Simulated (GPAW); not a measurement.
# Ballistic transport through benzene-1,4-diselenol between two Pt chains, cheap and dear, part 2 of 2

Wanted: the zero-bias transmission of benzene-1,4-diselenol between two Pt chains on a ladder of levels, with run times.

GPAW 26.7.0; GPAW LCAO, PAW setups; Landauer transmission from Green's functions with principal layers (ASE), zero bias.

So far, transmission at the Fermi level (one spin): step 2 (double-zeta polarised basis, PBE, GPAW) 0.362; step 3 (basis szp(dzp), PBE, GPAW) 0.337; step 4 (basis sz(dzp), PBE, GPAW) 0.293; step 5 (LDA) 0.393.

## 8. K-points along the lead 40: lead_nz = 40

The lead's own mesh along the current sets its density and potential; where the lead is aligned to the junction's end layer, a rigid shift drops out.

This step: GPAW LCAO, PAW setups; Landauer transmission from Green's functions with principal layers (ASE), zero bias (GPAW 26.7.0).

File run.py:

```python
import json
import numpy as np
from ase import Atoms
from ase.transport.calculators import TransportCalculator
from gpaw import GPAW, FermiDirac
from gpaw.lcao.tools import get_lcao_hamiltonian
from scipy.linalg import eigh

# The junction with lead layers at both ends, along the third cell vector
device = Atoms(
    ['Pt', 'Pt', 'Pt', 'Pt', 'Pt', 'Pt', 'Pt', 'Se', 'C', 'H', 'H', 'C', 'C', 'C', 'C', 'H', 'H', 'C', 'Se', 'Pt', 'Pt', 'Pt', 'Pt', 'Pt', 'Pt', 'Pt'],
    positions=[
        [5.40150, 5.01166, 1.20000],
        [5.40150, 5.01166, 3.60000],
        [5.40150, 5.01166, 6.00000],
        [5.40150, 5.01166, 8.40000],
        [5.40150, 5.01166, 10.80000],
        [5.40150, 5.01166, 13.20000],
        [5.40150, 5.01166, 15.60000],
        [5.40150, 3.25144, 17.37528],
        [5.40150, 3.25000, 19.29429],
        [3.25000, 3.25068, 19.45805],
        [7.55301, 3.25068, 19.45805],
        [4.18982, 3.25009, 19.99510],
        [6.61319, 3.25008, 19.99510],
        [4.18982, 3.25009, 21.39378],
        [6.61319, 3.25009, 21.39378],
        [3.25000, 3.25068, 21.93082],
        [7.55301, 3.25068, 21.93082],
        [5.40150, 3.25000, 22.09459],
        [5.40150, 3.25144, 24.01360],
        [5.40150, 5.01166, 25.78888],
        [5.40150, 5.01166, 28.18888],
        [5.40150, 5.01166, 30.58888],
        [5.40150, 5.01166, 32.98888],
        [5.40150, 5.01166, 35.38888],
        [5.40150, 5.01166, 37.78888],
        [5.40150, 5.01166, 40.18888]],
    cell=[[10.80301, 0.0, 0.0], [0.0, 10.02332, 0.0], [0.0, 0.0, 41.38888]],
    pbc=True)

# One principal layer of the lead: the first 5 atoms of the device
lead = Atoms(
    ['Pt', 'Pt', 'Pt', 'Pt', 'Pt'],
    positions=[
        [5.40150, 5.01166, 1.20000],
        [5.40150, 5.01166, 3.60000],
        [5.40150, 5.01166, 6.00000],
        [5.40150, 5.01166, 8.40000],
        [5.40150, 5.01166, 10.80000]],
    cell=[[10.80301, 0.0, 0.0], [0.0, 10.02332, 0.0], [0.0, 0.0, 12.0]],
    pbc=True)

settings = dict(mode='lcao', basis='dzp', xc='PBE', h=0.2,
                occupations=FermiDirac(0.1), maxiter=250,
                mixer=dict(beta=0.1, nmaxold=8, weight=100.0),
                convergence=dict(density=0.0001))
energies = np.arange(-2, 2 + 1e-9, 0.05)
eta = 0.0001
n1, n2 = 1, 1
# k and -k transmit alike, so half of the mesh across the current serves
mesh = [(i, j) for i in range(n1) for j in range(n2) if (i, j) <= (-i % n1, -j % n2)]
weights = np.array([1 if (i, j) == (-i % n1, -j % n2) else 2 for i, j in mesh]) / (n1 * n2)

# [... helper functions left out ...]
fermi_lead = ground_state(lead, (1, 1, 40), 'lead.txt')
fermi_device = ground_state(device, (1, 1, 2), 'device.txt')
# [... loop over the mesh left out, but for ...]
        # Shift the lead onto the potential of the device's first layer
        shift = ((H[:, 0, 0] - H0[:, 0, 0]) / S0[0, 0]).real.mean()
# [...]
kT = 8.617333e-5 * 300
bias = [0.1, 0.2, 0.5, 1.0, 1.5, 2.0]
# [... integrals and printing left out ...]
```

Launch:

```bash
$ OMP_NUM_THREADS=1 OPENBLAS_NUM_THREADS=1 python run.py
```

The program printed:

```text
basis functions: device 502, principal layer 135
Fermi level: lead -4.8756 eV, device -4.6197 eV; lead shifted by 0.0012 eV
largest coupling past the next layer 8.09e-06 eV, largest misfit of the first layer 0.223 eV
  E-E_F (eV)   T (one spin)  [channel counts left out]
    -2.000    5.0648e-01
    -1.950    5.3603e-01
    -1.900    5.6660e-01
    -1.850    5.9761e-01
    -1.800    6.4786e-01
    -1.750    6.6975e-01
    -1.700    7.0524e-01
    -1.650    7.4180e-01
    -1.600    7.7639e-01
    -1.550    8.1218e-01
    -1.500    8.5383e-01
    -1.450    8.8048e-01
    -1.400    8.9912e-01
    -1.350    9.1433e-01
    -1.300    9.2841e-01
    -1.250    9.4081e-01
[...]
1.650    3.6871e-02
     1.700    3.6028e-02
     1.750    3.5334e-02
     1.800    3.4779e-02
     1.850    3.4356e-02
     1.900    3.4057e-02
     1.950    3.3881e-02
     2.000    3.3826e-02
conductance at 300 K: 0.37171 G0 a cell; thermopower 24.62 uV/K
current from the zero-bias T(E) at 0.1 V: 2.9063 uA
current from the zero-bias T(E) at 0.2 V: 5.9717 uA
current from the zero-bias T(E) at 0.5 V: 16.381 uA
current from the zero-bias T(E) at 1.0 V: 30.196 uA
current from the zero-bias T(E) at 1.5 V: 47.694 uA
current from the zero-bias T(E) at 2.0 V: 68.28 uA
```

Wall time 4.4 min (1 thread of Arm Neoverse V1, shared host); peak memory 2.1 GiB.

Numbers from this step:

```
conductance                                    : 0.3717 G₀
thermopower                                    : 24.62 μV/K
largest coupling past the next principal layer : 8.09e-6 eV
largest misfit of the first principal layer    : 0.2231 eV
shift that aligns the lead                     : 0.001228 eV
transmission at the Fermi level (one spin)     : 0.3624
```

One spin. The transmission, zone mean by energy, zero at the Fermi level:

```tsv
energy (eV)	transmission, zone mean
-2.00	0.506
-1.90	0.567
-1.80	0.648
-1.70	0.705
-1.55	0.812
-1.45	0.880
-1.35	0.914
-1.25	0.941
-1.15	0.986
-1.05	1.00
-1.00	1.01
-0.90	0.983
-0.80	0.921
-0.70	0.830
-0.60	0.725
-0.50	0.613
-0.40	0.511
-0.25	0.641
-0.20	0.831
-0.15	0.687
-0.05	0.429
0.00	0.362
0.05	0.314
0.15	0.244
0.25	0.197
0.40	0.160
0.50	0.152
0.60	0.152
0.70	0.167
0.80	0.126
0.90	0.0940
1.05	0.0690
1.15	0.0588
1.25	0.0515
1.35	0.0461
1.45	0.0421
1.55	0.0391
1.70	0.0360
1.80	0.0348
1.90	0.0341
2.00	0.0338
```

Not self-consistent under bias; the bias window is split evenly. The current through one cell, from the zero-bias transmission by bias:

```tsv
bias (V)	current through one cell, from the zero-bias transmission (μA)
0.100	2.91
0.200	5.97
0.500	16.4
1.000	30.2
1.500	47.7
2.000	68.3
```

The transmission of the three most open eigenchannels by energy, zero at the Fermi level:

```tsv
energy (eV)	channel 1	channel 2	channel 3
-2.00	0.501	0.00391	0.00134
-1.90	0.558	0.00713	0.00119
-1.80	0.616	0.0304	0.00106
-1.70	0.673	0.0310	9.5e-4
-1.55	0.755	0.0555	0.00163
-1.45	0.831	0.0462	0.00338
-1.35	0.889	0.0211	0.00389
-1.25	0.933	0.00488	0.00319
-1.15	0.963	0.0149	0.00733
-1.05	0.974	0.0238	0.00460
-0.90	0.948	0.0296	0.00540
-0.80	0.893	0.0206	0.00738
-0.70	0.805	0.0141	0.0109
-0.60	0.698	0.0161	0.0106
-0.50	0.587	0.0176	0.00919
-0.40	0.493	0.0116	0.00651
-0.25	0.401	0.238	0.00230
-0.15	0.349	0.336	0.00216
-0.05	0.304	0.123	0.00179
0.00	0.281	0.0795	0.00151
0.05	0.259	0.0538	0.00120
0.15	0.217	0.0272	6.0e-4
0.25	0.183	0.0147	1.7e-4
0.40	0.154	0.00620	7.2e-8
0.50	0.148	0.00344	5.1e-8
0.60	0.150	0.00166	2.8e-8
0.70	0.167	3.4e-4	6.5e-9
0.80	0.126	0	0
0.90	0.0940	0	0
1.05	0.0690	0	0
1.15	0.0588	0	0
1.25	0.0515	0	0
1.35	0.0461	0	0
1.45	0.0421	0	0
1.55	0.0391	0	0
1.70	0.0360	0	0
1.80	0.0348	0	0
1.90	0.0341	0	0
2.00	0.0338	0	0
```

The conductance equals that of the dzp run to 0.2 %.

## 9. Temperature 1000, broadening 0.01, density threshold 1e-06

Temperature enters only through the Fermi window. The broadening keeps the Green's functions finite; too large a value absorbs electrons where channels are open and leaks them where none are. The Hamiltonian is taken from the last density. The density threshold is one of the tests that end the cycle; the energy must settle too, so a loose value may not be the test that decides.

run.py, as its differences from that of step 8:

```diff
@@ -56,5 +56,5 @@
                 mixer=dict(beta=0.1, nmaxold=8, weight=100.0),
-                convergence=dict(density=0.0001))
+                convergence=dict(density=1e-06))
 energies = np.arange(-2, 2 + 1e-9, 0.05)
-eta = 0.0001
+eta = 0.01
 n1, n2 = 1, 1
@@ -65,3 +65,3 @@
 # [... helper functions left out ...]
-fermi_lead = ground_state(lead, (1, 1, 40), 'lead.txt')
+fermi_lead = ground_state(lead, (1, 1, 10), 'lead.txt')
 fermi_device = ground_state(device, (1, 1, 2), 'device.txt')
@@ -71,3 +71,3 @@
 # [...]
-kT = 8.617333e-5 * 300
+kT = 8.617333e-5 * 1000
 bias = [0.1, 0.2, 0.5, 1.0, 1.5, 2.0]
```

The program printed:

```text
basis functions: device 502, principal layer 135
Fermi level: lead -4.8738 eV, device -4.6196 eV; lead shifted by 0.0019 eV
largest coupling past the next layer 8.09e-06 eV, largest misfit of the first layer 0.227 eV
  E-E_F (eV)   T (one spin)  [channel counts left out]
    -2.000    4.4379e-01
    -1.950    4.6926e-01
    -1.900    4.9557e-01
    -1.850    5.2222e-01
    -1.800    5.5576e-01
    -1.750    5.8317e-01
    -1.700    6.1290e-01
    -1.650    6.4296e-01
    -1.600    6.7073e-01
    -1.550    6.9625e-01
    -1.500    7.2774e-01
    -1.450    7.5008e-01
    -1.400    7.6630e-01
    -1.350    7.7948e-01
    -1.300    7.9114e-01
    -1.250    8.0048e-01
[...]
1.650    3.4414e-02
     1.700    3.3649e-02
     1.750    3.3019e-02
     1.800    3.2517e-02
     1.850    3.2135e-02
     1.900    3.1867e-02
     1.950    3.1712e-02
     2.000    3.1668e-02
conductance at 1000 K: 0.32153 G0 a cell; thermopower 48.01 uV/K
current from the zero-bias T(E) at 0.1 V: 2.4926 uA
current from the zero-bias T(E) at 0.2 V: 4.991 uA
current from the zero-bias T(E) at 0.5 V: 12.422 uA
current from the zero-bias T(E) at 1.0 V: 24.445 uA
current from the zero-bias T(E) at 1.5 V: 38.639 uA
current from the zero-bias T(E) at 2.0 V: 55.197 uA
```

Wall time 4.9 min (1 thread); peak memory 2 GiB.

The run finished with changed settings (temperature = 1000, eta = 0.01 and conv = 1e-06); it serves as a test.

Side by side:

```tsv
quantity	this run	sound run	difference
conductance (G₀)	0.32153	0.37182	-0.0503
largest coupling past the next principal layer (eV)	8.089e-6	8.089e-6	-2.8e-11
largest misfit of the first principal layer (eV)	0.22665	0.22502	0.00163
shift that aligns the lead (eV)	0.0018855	0.0016418	2.4e-4
transmission at the Fermi level (one spin)	0.29925	0.36245	-0.0632
```

One result that differs is the transmission at the Fermi level (one spin), 0.299 against 0.362.

## 10. Outcome

```yaml
conductance: 0.372 G₀
transmission_at_the_fermi_level_mean_of_the_spins: 0.362
thermopower: 24.6 μV/K
```

**Reading.** In the dzp basis the junction conducts 0.372 G₀ at 300 K, with T = 0.362 a spin at the Fermi level; the szp basis reaches that conductance within 10 %. At the Fermi level two eigenchannels carry the current (0.28 and 0.080). The positive thermopower says that the thermally weighted transmission is larger below the Fermi level, as for hole-like transport. Measured against the first run (dzp), the nearest curve is that of dzp-LDA (r.m.s. 0.031) and the farthest that of sz (0.16). Over the compared runs wall time goes from 119 s (sz) to 242 s (dzp), on a shared host. The geometry was built from estimated bond lengths and not relaxed, so the numbers describe this model structure. The run had no spin polarisation, so a magnetic state, which chains and small molecules with open shells often have, wasn't tested. Spin-orbit coupling is left out, which matters for the heavy atoms here. Semilocal functionals put molecular levels too near the Fermi level, so such conductances usually come out too high, and chain electrodes have a sharper density of states than real ones. An evenly spaced straight chain is an idealisation: free chains tend to dimerise, zigzag or, where a band edge lies near the Fermi level, turn magnetic. The currents use the zero-bias T(E) throughout, which holds only while the bias is small against the distance to the nearest feature. The energy step is wider than the thermal energy, so the conductance and thermopower rest on interpolation of T(E).

[Logs are printed without paths, hosts, clocks, repeated set-up lines and the standing remarks that a program may print on its own settings, such as how far it seeks lower states.]

[Hosts, paths, dates, database ids (printed as entryN), source tags and the programs' standing remarks are cut or masked in the printed files.]
